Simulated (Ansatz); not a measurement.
# Work function of W(100): what the settings cost and change, part 2 of 2

How far do cutoff, k-mesh and smearing move the work function of W(100)?

Ansatz 0.2.0; plane-wave DFT, PBE, Ansatz PAW.

So far. Step 6 (Slab): The work function is 5.031 eV, +0.825 eV from the run “cutoff 420 eV”, at 0.067 times its CPU time. Step 7 (Run): The work function is 4.276 eV, +0.070 eV from the run “cutoff 420 eV”, at 0.17 times its CPU time.

### Step 8. Run

File input.yaml:

```yaml
crystal:
  lattice:
    - [3.16, 0.0, 0.0]
    - [0.0, 3.16, 0.0]
    - [0.0, 0.0, 27.48]
  atoms:
    - { symbol: W, position: [0.0, 0.0, 0.327510917] }
    - { symbol: W, position: [0.5, 0.5, 0.385007278] }
    - { symbol: W, position: [0.0, 0.0, 0.442503639] }
    - { symbol: W, position: [0.5, 0.5, 0.5] }
    - { symbol: W, position: [0.0, 0.0, 0.557496361] }
    - { symbol: W, position: [0.5, 0.5, 0.614992722] }
    - { symbol: W, position: [0.0, 0.0, 0.672489083] }
kpoints:
  mp_grid: { grid: [9, 9, 1] }
hamiltonian:
  xc: pbe
scf:
  occupations: { method: fermi_dirac, width: 0.1 }
  convergence: { dr2_threshold: 1.0e-09 }
efield:
  axis: 3
  dipole_correction: true
  ramp_position: 0.97
  ramp_width: 0.06
output:
  write_potential: true
  write_density: true
  volumetric_format: npy
```

Run with:

```
$ ansatz run input.yaml --threads 2 --pin off --max-ram 3072MiB --backend cpu --events-out ev --progress --plain --runs-dir out
```

Numbers of over 12 decimals in the logs are rounded to 6 here.

What it wrote:

```text
[...]
Crystal: 7 atoms, lattice volume = 274.404 Å³
Basis set: ecut = 420 eV, 5379 PW (Γ)
Bands: 59, of which v1, the nominal top of the filled ones, is band 49 counted from 1 (48 counted from 0)
Symmetry: 8 space group operations
k-points: 15 of 81
[...]
k-point 0: bands = [... 45 lower, 6.0412, 6.0412, 6.3651, 6.3712, 6.4223, 6.6937, 6.6937, 7.3291, ... 6 higher]
  k-point 1: bands = [... 45 lower, 6.0270, 6.0861, 6.4400, 6.4985, 6.5492, 6.6540, 7.2380, 7.3839, ... 6 higher]
  k-point 2: bands = [... 45 lower, 5.8016, 5.8533, 6.2630, 6.3613, 7.1400, 7.1655, 7.4984, 7.5393, ... 6 higher]
  k-point 14: bands = [... 45 lower, 6.0936, 6.1651, 8.2759, 8.2832, 8.3325, 8.3772, 8.5437, 8.5983, ... 6 higher]
[key lines of the parts left out:]
SCF converged after 11 iterations
Free energy (F): -72688.590639 eV
Fermi energy:    6.674880 eV
Dipole field:    D = -0.000000 V/Å  (p = -0.000000 e·Å, saw-weighted, corrected)
Work function:   Φ+ = 4.2352 eV   Φ− = 4.2352 eV
```

Elapsed: 34 s, on 2 threads of Arm Neoverse N1, shared host; peak memory 0.62 GiB.

The work function is 4.235 eV, +0.029 eV from the run “cutoff 420 eV”, at 0.53 times its CPU time.

### Step 9. Slab

input.yaml, as its differences from that of step 8:

```diff
@@ -14,3 +14,3 @@
 kpoints:
-  mp_grid: { grid: [9, 9, 1] }
+  mp_grid: { grid: [20, 20, 1] }
 hamiltonian:
```

What it wrote:

```text
[...]
Crystal: 7 atoms, lattice volume = 274.404 Å³
Basis set: ecut = 420 eV, 5379 PW (Γ)
Bands: 59, of which v1, the nominal top of the filled ones, is band 49 counted from 1 (48 counted from 0)
Symmetry: 8 space group operations
k-points: 66 of 400
[...]
k-point 0: bands = [... 45 lower, 6.0524, 6.0524, 6.3753, 6.3811, 6.4321, 6.7046, 6.7046, 7.3417, ... 6 higher]
  k-point 1: bands = [... 45 lower, 6.0426, 6.0958, 6.2856, 6.4321, 6.5547, 6.5616, 6.8741, 7.3773, ... 6 higher]
  k-point 2: bands = [... 45 lower, 6.0654, 6.1131, 6.4405, 6.4525, 6.5180, 6.6804, 7.1769, 7.3948, ... 6 higher]
  k-point 65: bands = [... 45 lower, 6.4589, 6.4589, 8.6061, 8.6233, 8.7341, 8.7341, 8.9608, 8.9608, ... 6 higher]
[key lines of the parts left out:]
SCF converged after 11 iterations
Free energy (F): -72688.591229 eV
Fermi energy:    6.685382 eV
Dipole field:    D = -0.000000 V/Å  (p = -0.000000 e·Å, saw-weighted, corrected)
Work function:   Φ+ = 4.2110 eV   Φ− = 4.2110 eV
```

It took 2.5 min on 2 threads; peak memory 1.2 GiB; 4.9 min of CPU time.

The work function is 4.211 eV, +0.005 eV from the run “cutoff 420 eV”, at 2.3 times its CPU time.

### Step 10. Slab

input.yaml, as its differences from that of step 9:

```diff
@@ -14,3 +14,3 @@
 kpoints:
-  mp_grid: { grid: [20, 20, 1] }
+  mp_grid: { grid: [13, 13, 1] }
 hamiltonian:
@@ -18,3 +18,3 @@
 scf:
-  occupations: { method: fermi_dirac, width: 0.1 }
+  occupations: { method: gaussian, width: 0.05 }
   convergence: { dr2_threshold: 1.0e-09 }
```

What it wrote:

```text
[...]
Crystal: 7 atoms, lattice volume = 274.404 Å³
Basis set: ecut = 420 eV, 5379 PW (Γ)
Bands: 59, of which v1, the nominal top of the filled ones, is band 49 counted from 1 (48 counted from 0)
Symmetry: 8 space group operations
k-points: 28 of 169
[...]
k-point 0: bands = [... 45 lower, 6.0803, 6.0803, 6.3914, 6.4028, 6.4424, 6.7306, 6.7306, 7.3693, ... 6 higher]
  k-point 1: bands = [... 45 lower, 6.1321, 6.1474, 6.3311, 6.4715, 6.5021, 6.6883, 7.0510, 7.4478, ... 6 higher]
  k-point 2: bands = [... 45 lower, 5.9662, 6.0284, 6.4701, 6.5590, 6.7924, 6.8068, 7.5008, 7.5153, ... 6 higher]
  k-point 27: bands = [... 45 lower, 6.3037, 6.3433, 8.5210, 8.5215, 8.5706, 8.6119, 8.6221, 8.7471, ... 6 higher]
[key lines of the parts left out:]
SCF converged after 11 iterations
Free energy (F): -72688.481545 eV
Fermi energy:    6.715583 eV
Dipole field:    D = -0.000000 V/Å  (p = -0.000001 e·Å, saw-weighted, corrected)
Work function:   Φ+ = 4.1587 eV   Φ− = 4.1587 eV
```

The job ended after 63 s (2 threads; peak memory 0.75 GiB).

The work function is 4.159 eV, -0.048 eV from the run “cutoff 420 eV”, at 0.92 times its CPU time.

### Step 11. Slab

input.yaml, as its differences from that of step 10:

```diff
@@ -18,3 +18,3 @@
 scf:
-  occupations: { method: gaussian, width: 0.05 }
+  occupations: { method: methfessel_paxton, width: 0.2 }
   convergence: { dr2_threshold: 1.0e-09 }
```

What it wrote:

```text
[...]
Crystal: 7 atoms, lattice volume = 274.404 Å³
Basis set: ecut = 420 eV, 5379 PW (Γ)
Bands: 59, of which v1, the nominal top of the filled ones, is band 49 counted from 1 (48 counted from 0)
Symmetry: 8 space group operations
k-points: 28 of 169
[...]
k-point 0: bands = [... 45 lower, 6.0708, 6.0708, 6.3867, 6.3922, 6.4377, 6.7212, 6.7212, 7.3588, ... 6 higher]
  k-point 1: bands = [... 45 lower, 6.1232, 6.1380, 6.3240, 6.4660, 6.4932, 6.6787, 7.0436, 7.4384, ... 6 higher]
  k-point 2: bands = [... 45 lower, 5.9579, 6.0202, 6.4607, 6.5504, 6.7847, 6.7986, 7.4943, 7.5049, ... 6 higher]
  k-point 27: bands = [... 45 lower, 6.2962, 6.3359, 8.5119, 8.5123, 8.5616, 8.6041, 8.6128, 8.7392, ... 6 higher]
[key lines of the parts left out:]
SCF converged after 11 iterations
Free energy (F): -72688.478626 eV
Fermi energy:    6.698940 eV
Dipole field:    D = -0.000000 V/Å  (p = -0.000000 e·Å, saw-weighted, corrected)
Work function:   Φ+ = 4.1834 eV   Φ− = 4.1834 eV
```

Run time: 64 s. Hardware: 2 threads; peak memory 0.75 GiB.

The work function is 4.183 eV, -0.023 eV from the run “cutoff 420 eV”, at 0.96 times its CPU time.

### Step 12. Run

input.yaml, as its differences from that of step 11:

```diff
@@ -18,3 +18,3 @@
 scf:
-  occupations: { method: methfessel_paxton, width: 0.2 }
+  occupations: { method: fermi_dirac, width: 0.3 }
   convergence: { dr2_threshold: 1.0e-09 }
```

What it wrote:

```text
band count auto-derived: 66 (N_el = 98.0; filled up to band 49; 59 by the electrons, moments and atoms)
[...]
Crystal: 7 atoms, lattice volume = 274.404 Å³
Basis set: ecut = 420 eV, 5379 PW (Γ)
Bands: 66, of which v1, the nominal top of the filled ones, is band 49 counted from 1 (48 counted from 0)
Symmetry: 8 space group operations
k-points: 28 of 169
[...]
k-point 0: bands = [... 45 lower, 5.9972, 5.9972, 6.3335, 6.3508, 6.4020, 6.6531, 6.6531, 7.2913, ... 13 higher]
  k-point 1: bands = [... 45 lower, 6.0527, 6.0639, 6.2759, 6.4190, 6.4251, 6.6113, 6.9942, 7.3789, ... 13 higher]
  k-point 2: bands = [... 45 lower, 5.8879, 5.9511, 6.3866, 6.4778, 6.7305, 6.7411, 7.4427, 7.4548, ... 13 higher]
  k-point 27: bands = [... 45 lower, 6.2415, 6.2822, 8.4434, 8.4455, 8.4906, 8.5383, 8.5469, 8.6804, ... 13 higher]
[key lines of the parts left out:]
SCF converged after 10 iterations
Free energy (F): -72689.418166 eV
Fermi energy:    6.666009 eV
Dipole field:    D = -0.000000 V/Å  (p = -0.000000 e·Å, saw-weighted, corrected)
Work function:   Φ+ = 4.2693 eV   Φ− = 4.2693 eV
```

The job ended after 71 s (2 threads; peak memory 0.81 GiB).

The work function is 4.269 eV, +0.063 eV from the run “cutoff 420 eV”, at 1.1 times its CPU time.

### Step 13. Run

input.yaml, as its differences from that of step 12:

```diff
@@ -18,3 +18,3 @@
 scf:
-  occupations: { method: fermi_dirac, width: 0.3 }
+  occupations: { method: cold, width: 0.1 }
   convergence: { dr2_threshold: 1.0e-09 }
```

What it wrote:

```text
[...]
Crystal: 7 atoms, lattice volume = 274.404 Å³
Basis set: ecut = 420 eV, 5379 PW (Γ)
Bands: 59, of which v1, the nominal top of the filled ones, is band 49 counted from 1 (48 counted from 0)
Symmetry: 8 space group operations
k-points: 28 of 169
[...]
k-point 0: bands = [... 45 lower, 6.0749, 6.0749, 6.3895, 6.3966, 6.4405, 6.7253, 6.7253, 7.3634, ... 6 higher]
  k-point 1: bands = [... 45 lower, 6.1277, 6.1425, 6.3271, 6.4687, 6.4970, 6.6825, 7.0467, 7.4423, ... 6 higher]
  k-point 2: bands = [... 45 lower, 5.9623, 6.0245, 6.4646, 6.5539, 6.7882, 6.8023, 7.4965, 7.5095, ... 6 higher]
  k-point 27: bands = [... 45 lower, 6.2989, 6.3385, 8.5166, 8.5171, 8.5660, 8.6081, 8.6175, 8.7431, ... 6 higher]
[key lines of the parts left out:]
SCF converged after 11 iterations
Free energy (F): -72688.477385 eV
Fermi energy:    6.708695 eV
Dipole field:    D = -0.000000 V/Å  (p = -0.000000 e·Å, saw-weighted, corrected)
Work function:   Φ+ = 4.1700 eV   Φ− = 4.1700 eV
```

Run time: 60 s. Hardware: 2 threads; peak memory 0.76 GiB; 2 min of CPU time.

The work function is 4.170 eV, -0.036 eV from the run “cutoff 420 eV”, at 0.94 times its CPU time.

### Step 14. Comparing the runs

Times are for 2 threads of Arm Neoverse N1, shared host. The runs compared:

```csv
no.,setting,"work function, upper face (eV)",time,memory (GiB)
1,cutoff 200 eV,4.355,25 s,0.42
2,cutoff 300 eV,4.208,44 s,0.54
3,cutoff 420 eV,4.206,68 s,0.76
4,cutoff 600 eV,4.206,1.9 min,1.1
5,mesh 2x2,5.031,4.8 s,0.48
6,mesh 4x4,4.276,14 s,0.49
7,mesh 9x9,4.235,34 s,0.62
8,mesh 20x20,4.211,2.5 min,1.2
9,Gaussian smearing 0.05 eV,4.159,63 s,0.75
10,methfessel_paxton smearing 0.2 eV,4.183,64 s,0.75
11,fermi_dirac smearing 0.3 eV,4.269,71 s,0.81
12,cold smearing 0.1 eV,4.170,60 s,0.76
```

### Step 15. Varying the input

An input spoilt on purpose, to show how the run answers: it repeats the earlier run “cutoff 200 eV” with efield.axis from 3 to 1, and scf.max_iter set to 50; its output block differs too.

input.yaml, as its differences from that of step 13:

```diff
@@ -18,6 +18,7 @@
 scf:
-  occupations: { method: cold, width: 0.1 }
+  occupations: { method: fermi_dirac, width: 0.1 }
   convergence: { dr2_threshold: 1.0e-09 }
+  max_iter: 50
 efield:
-  axis: 3
+  axis: 1
   dipole_correction: true
@@ -25,2 +26,4 @@
   ramp_width: 0.06
+basis:
+  ecutwfc: "200 eV"
 output:
```

What it wrote:

```text
Warning: basis.ecutwfc = 200 eV is below the records' recommended 420 eV, and the density's cutoff is lower with it unless basis.ecutrho_ratio is high enough to keep the records' density cutoff: compare with a run at a higher cutoff
Warning: basis.ecutrho_ratio 4 (ecutrho = 800 eV, dense FFT grid 15×15×128): the grid does not resolve the core-correction charge of W (measure 0.16 e/Å^2.5); warned from 0.08. The energy and each atom's force then go with where the atoms sit on the grid: [figures from the program's tests cut] If this deck is also warned that a cutoff or its ratio is below what is recommended, mend that before anything below. First try basis.xc_grid, which is 1 on this run (the dense grid itself), where it is not refused (2, then 3). Above 1 the core-correction charge is laid on the exchange–correlation grid, and this warning is never given, whether or not the level is enough: [rest of the remark cut]
Engine: ansatz 0.2.0, aarch64-unknown-linux-gnu
Pseudopotentials: kind: paw
Pseudopotential: W, paw, valence charge 14, recommended cutoff 420 eV (normal), W.paw.azcp
Functional definition: PBE
  parameter kappa = 0.804
  parameter beta = 0.066725
  exchange = pbe_x(kappa = kappa, mu = beta*pi^2/3)
  correlation = pbe_c(beta = beta)
Crystal: 7 atoms, lattice volume = 274.404 Å³
Basis set: ecut = 200 eV, 1779 PW (Γ)
Bands: 59, of which v1, the nominal top of the filled ones, is band 49 counted from 1 (48 counted from 0)
Symmetry: 4 space group operations
k-points: 49 of 169 (time reversal used)
Non-local potential: W, projectors of the file, l = 0: 3, l = 1: 2, l = 2: 2, l = 3: 1
PAW form: soft (Blöchl's): semilocal exchange-correlation on the pseudo side does not see the compensation charge
PAW one-centre angular grid: W, 590 points (default); XC on 64 Gauss nodes
Initial density: superposition of atomic densities (neutral atoms: chi_scale 0, normalization atom), corrected by the library's trained network
Initial wavefunctions: pseudopotential atomic-orbital guess
Functional: x = pbe(κ = 0.804, μ = 0.219515), c = pbe(β = 0.066725)
Error: efield: ion 0 (W) at fractional coordinate 0.0000 along the field axis lies inside the sawtooth ramp with 2 of the planes that the density is read on at each end, [0.8367, 0.1633] — the ramp must sit in vacuum (an ion there feels the fictitious reversed slope); set or move the ramp (efield.ramp_position / ramp_width) or move the geometry
```

The job ended after 0.35 s (2 threads; peak memory 0.27 GiB).

The program refused the input before any cycle.

The program's message: “Error: efield: ion 0 (W) at fractional coordinate 0.0000 along the field axis lies inside the sawtooth ramp with 2 of the planes that the density is read on at each end, [0.8367, 0.1633] — the ramp mu …”

The fault put into the input: the field along an axis without vacuum.

### Step 16. Results

```
work function, cutoff 420 eV             : 4.206 eV
work function, cutoff 600 eV             : 4.206 eV
work function, mesh 2x2                  : 5.031 eV
work function, Gaussian smearing 0.05 eV : 4.159 eV
```

What this shows: The run at the highest cutoff gives 4.21 eV, and the settings tried spread the value from 4.16 to 5.03 eV. Against 600 eV, a cutoff of 200 eV is off by +0.149 eV. Against 600 eV, a cutoff of 420 eV is off by +0.000 eV. Against the finest mesh, 20 points along a, the coarser ones are off by +0.82 (2), +0.07 (4) and +0.02 (9) eV. The smearing schemes and widths spread it over 0.11 eV. The program marks the value as in doubt in “cutoff 200 eV”. A compiled measured value is 4.65 eV (arxiv:1902.07811, 2019), but the real face reconstructs and these slabs don't, so it is no test of the method. The ladder's slabs use the tabulated experimental lattice constant (two decimals; a low-temperature value for the alkali metals). This open face is not relaxed here, and relaxation moves such faces by up to a few tenths of an eV. In 1 run of the series (cutoff 200 eV) the program warns that electrons reach the sawtooth's ramp, which makes dipole and work function less sure.

[Logs are printed without paths, hosts, clocks, repeated set-up lines and the standing remarks that a program may print on its own settings, such as how far it seeks lower states.]

[Hosts, paths, dates, database ids (printed as entryN), source tags and the programs' standing remarks are cut or masked in the printed files.]

[Maps of the electrostatic potential energy from Ansatz leave out the sawtooth potential of an applied field or a dipole correction, so their vacuum need not be flat; planar profiles and work functions include it.]
